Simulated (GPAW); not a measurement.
# AlN (P6_3mc): refractive index against wavelength

The refractive index of AlN (P6_3mc) along x below the direct gap (4.18 eV on the mesh) is read from one computed spectrum, n = √(Re ε). x, y and z are the Cartesian axes of the input cell.

Symmetry: P6_3mc, No. 186, hexagonal system. Conventional cell: a = 3.113 Å, b = 3.113 Å, c = 4.981 Å, α = 90.00°, β = 90.00°, γ = 120.00°. Al on site b is surrounded by 4 N at 1.89 Å. N on site b is surrounded by 4 Al at 1.89 Å.

Method: GPAW 26.7.0, LDA, RPA, k-mesh 12×12×6, local fields up to 50 eV, Lorentzian half width 0.15 eV.

Launch of the response step: `OMP_NUM_THREADS=1 python df.py`. The run took 2.6 min, its band step included, on 1 thread of Arm Neoverse V1, on a shared host.

```tsv
wavelength (nm)	photon energy E (eV)	n
1310	0.946	2.0981
1064	1.165	2.1035
850	1.459	2.1128
700	1.771	2.1254
633	1.959	2.1345
532	2.331	2.1560
450	2.755	?
```

In the single-oscillator model n² − 1 = E₀E_d/(E₀² − E²), so 1/(n² − 1) = E₀/E_d − E²/(E₀E_d) is linear in E².

Working, on the rows shown:

| x = E² (eV²) | y = 1/(n² − 1) |
| --- | --- |
| 0.895757 | 0.293943 |
| 1.35784 | 0.291995 |
| 2.12762 | 0.28869 |
| 3.13716 | 0.284307 |
| 3.83641 | 0.281208 |
| 5.43137 | 0.274098 |

Means: x̄ = 2.7977, ȳ = 0.28571. Σ(x − x̄)(y − ȳ) = -0.06244, Σ(x − x̄)² = 14.27. Slope = -0.06244 / 14.27 = -0.004376; intercept = ȳ − slope · x̄ = 0.29795. Turned back into n, the line misses the rows shown by at most 0.00026.

Task: Predict the last column of the withheld row from the fit.

Result: At x = 7.5912 the line gives y = 0.26473, that is 2.1857. The run gave 2.1875, so the extrapolation is off by 0.0018, 2.0 % of the range in the table.

Refitted with all rows, the slope is -0.004441 and the intercept 0.2981. These give E₀ = √(intercept/−slope) = 8.19 eV and E_d = E₀/intercept = 27.5 eV; E₀ is 2.0 times the direct gap. The electronic limit at long wavelengths, without lattice vibrations, is n = √(1 + 1/intercept) = 2.087. The cell comes from an older database entry, whose edges can be off by a per cent or so. Excitons are left out; LDA gaps are as a rule too small. The values come from a sum over the points of one k-mesh and carry its error, which grows as the direct gap shrinks.

[Logs are printed without paths, hosts, clocks, repeated set-up lines and the standing remarks that a program may print on its own settings, such as how far it seeks lower states.]
